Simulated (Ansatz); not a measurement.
# BiSb (model cell, started as wurtzite): a soft mode frozen in, part 3 of 3

Which phase does BiSb (model cell, started as wurtzite) fall into along its unstable mode, and how much energy does it gain?

Ansatz 0.2.0; DFT PBEsol, scalar-relativistic, plane waves, PAW.

So far. Step 5 (Energy along the mode, all amplitudes (two of the runs …): The lowest of the steps tried is at 0.14 Å, 0.227 meV/atom below the parent; the bottom of the well need not coincide with a step. Step 7 (The new phase in its own primitive cell): The largest force component left is 0.37 meV/Å and the pressure is 0.000 GPa, within the tolerances set. The cell now holds 31.93 Å³/atom. The relaxed cell has a = 4.451, c = 6.447 Å (conventional setting).

The structure was built from a prototype and need not be the compound's stable phase.

## Step 8: Modes of the new phase, k-mesh 12×12×12

A relaxed structure may still be a saddle point, so its zone-centre modes are computed. No field response is asked, since the mesh shows no gap.

input.yaml

```yaml
crystal:
  lattice:
    - [-2.2254711696, 2.2254711696, 3.2232627527]
    - [2.2254711696, -2.2254711696, 3.2232627527]
    - [2.2254711696, 2.2254711696, -3.2232627527]
  atoms:
    - { symbol: Sb, position: [0.7092930522, 0.7092930522, 0.0] }
    - { symbol: Bi, position: [0.1657069478, 0.1657069478, 0.0] }
kpoints:
  mp_grid: { grid: [12, 12, 12] }
hamiltonian:
  xc: pbesol
scf:
  occupations: { method: methfessel_paxton, width: 0.15 }
output:
  eigenvalues: true
phonons:
  method: dfpt
```

Run with:

```
> ansatz run input.yaml --threads 4 --pin off --max-ram 7168MiB --backend cpu --events-out ev --progress --plain --runs-dir out
```

Numbers of over 12 decimals in the logs are rounded to 6 here.

The program printed:

```text
zone centre: on kpoints.mp_grid the ground state, and the responses unless they are solved on pairs of k-points, stand on 280 of the mesh's 1728 k-points, reduced under 4 symmetry operations, with k and −k counted as one. Each operation leaves every solved displacement unchanged or reverses it
[...]
Crystal: 2 atoms, lattice volume = 63.856 Å³
Basis set: ecut = 420 eV, 1243 PW (Γ), exchange–correlation on 64×64×64 points (8 copies of the dense FFT grid, shifted against one another)
Bands: 19, of which v1, the nominal top of the filled ones, is band 15 counted from 1 (14 counted from 0)
Symmetry: 8 space group operations
k-points: 280 of 1728 (irreducible under 4 space group operations, time reversal used)
[...]
SCF iter   1: F=—  HF=-18650.080181 eV  |F-HF|=—  |Δ(HF+E_count)|=         —  Δρ=2.15e-3  dr2=2.51e-3  ethr=1.77e-3  ⟨swp⟩=5.7  Hψ=26374  notcnv=0
[...]
SCF iter  10: F=-18650.077133 eV  HF=-18650.077133 eV  |F-HF|=3.64e-12  |Δ(HF+E_count)|=  3.64e-12  S|Δr|=    0.00e0  Δρ=6.42e-8  dr2=4.34e-12  ethr=1.00e-12  ⟨swp⟩=6.8  Hψ=25283  notcnv=0
SCF 1 converged in 10 iterations: F = -18650.077133 eV  dr2 = 4.34e-12
[...]
DFPT response loops at Γ: preconditioner auto → Kerker (q_TF=auto, 2.406 Å⁻¹) (partly filled bands, converged f_vac=0.000); β = 1.00, the filter's whole step (`scf.mixing.beta` (0.50) is not read by the response loops under this deck's `scf.mixing.preconditioner`; to damp them name `kerker` or `kerker_dos`, under which they read `scf.mixing.beta`, and type it under 1.00, their step now; both keys bind the ground state too); Broyden in place of MSR1
SCF converged after 10 iterations
[...]
Free energy (F): -18650.077133 eV
[...]
Internal energy: -18650.077441 eV  (E = F + TS)
E sigma→0 (E₀):  -18650.077210 eV
Entropy (-TS):   0.000308 eV (0.154 meV/atom)
Fermi energy:    10.033880 eV
[...]
--- Band table (eV; the first three rows and the last of 280) ---
  k-point 0: bands = [... 11 lower, 4.0723, 8.4543, 8.4543, 8.4784, 12.9385, 12.9528, 12.9528, 14.9951]
  k-point 1: bands = [... 11 lower, 3.7629, 8.2710, 8.2863, 9.0163, 12.0242, 12.9544, 13.0428, 14.9595]
  k-point 2: bands = [... 11 lower, 3.1414, 7.8170, 7.8337, 10.0660, 10.5067, 12.8670, 13.3369, 14.5831]
  k-point 279: bands = [... 11 lower, 1.6703, 5.0155, 6.6580, 6.6580, 12.4183, 15.2105, 15.2105, 17.0434]
--- Phonons (Γ-DFPT): 4 representative perturbations + reference, on 280 of 1728 k-points (Σ response iterations 12) ---
  k mesh reduced under 4 symmetry operations, with k and −k counted as one. Each operation leaves every solved displacement unchanged or reverses it
  ASR residual: 2.234e-5 → 0.000e0 eV/Å²; symmetrization residual: 5.161e-5 eV/Å²
  ASR residual per site (eV/Å²): 3.23e-6 2.23e-5
  Γ frequencies (cm⁻¹): -44.52 -44.52 0.00 0.00 0.00 115.72
  non-analytic LO–TO correction: not included (Born effective charges unavailable; polar crystals: no LO–TO splitting at Γ)
```

Run time: 46 s. Hardware: 4 threads of Arm Neoverse V2, shared host; peak memory 1.3 GiB.

Numbers from this step:

- sum-rule residual before enforcement: 2.23e-5 eV/Å²
- point group: 4mm
- highest optical mode at the zone centre (no LO-TO term): 115.7 cm⁻¹
- lowest optical zone-centre mode: -44.52 cm⁻¹

Patterns of degenerate modes are one choice out of their space. The modes at Γ (shares of kinetic energy by element, %) (negative means imaginary):

| mode | frequency (cm⁻¹) | symmetry | Sb % | Bi % |
| --- | --- | --- | --- | --- |
| 1 | -44.5 | E | 63 | 37 |
| 2 | -44.5 | E | 63 | 37 |
| 3 | 0.0 | acoustic | 37 | 63 |
| 4 | 0.0 | acoustic | 37 | 63 |
| 5 | 0.0 | acoustic | 37 | 63 |
| 6 | 115.7 | A1 | 63 | 37 |

Displacements in mode 1 (-44.5 cm⁻¹), the largest set to 1:
```
Sb1  0.00  1.00  0.00
Bi2  0.00 -0.58  0.00
```

Displacements in mode 6 (115.7 cm⁻¹), the largest set to 1:
```
Sb1  0.00  0.00  1.00
Bi2  0.00  0.00 -0.58
```

Before it was imposed, the acoustic sum rule was missed by 2.2e-5 eV/Å². Small misses are needed for a sound result but don't prove that mesh and cutoff are converged. The lowest optical mode is imaginary, 44.5i cm⁻¹, so the energy falls along it.

## Step 9: Results

```
unstable mode of the parent                                                      : q = (0, 0, 0), 10i cm⁻¹
depth at the lowest point sampled                                                : 0.227 meV/atom
largest atomic shift at that point                                               : 0.14 Å
space group reached (within 0.01 Å)                                              : I4mm
energy gained over the parent (first relaxation, on the mesh of the frozen mode) : 156 meV/atom
volume per atom, phase reached                                                   : 31.9 Å³
lowest optical zone-centre mode, phase reached                                   : -44.5 cm⁻¹
highest optical mode at the zone centre (no LO-TO term), phase reached           : 116 cm⁻¹
```

**Reading.** From this start the structure relaxes into I4mm, 156 meV/atom below the parent. At the parent's cell the well is 0.227 meV/atom deep on the steps tried, with its lowest point at a shift of 0.14 Å. Relaxing atoms and cell changes the gain by +155.59 meV/atom against the lowest step (energies at zero smearing). Most of the total comes from this relaxation. The frozen pattern makes up only 0 % of the final shifts of the atoms, so other modes or strain give most of the change. The new phase still has an imaginary mode at the zone centre of its cell, so it is a saddle point on the way to a lower structure. How so shallow a well moves with the k mesh was not tested. Each path keeps the symmetry of its pattern, so a lower phase may lie along a pattern not tried. The q mesh is too sparse to interpolate, so only the solved wavevectors are given. With no gap, or one that is small against the smearing, the frequencies hang on the k mesh and the smearing, most of all near Kohn anomalies. Spin-orbit coupling is left out, which can matter for the heavy elements here. The starting cell was built on a prototype and not taken from a measurement, so the phase need not exist.

[Logs are printed without paths, hosts, clocks, repeated set-up lines and the standing remarks that a program may print on its own settings, such as how far it seeks lower states.]

[Hosts, paths, dates, database ids (printed as entryN), source tags and the programs' standing remarks are cut or masked in the printed files.]
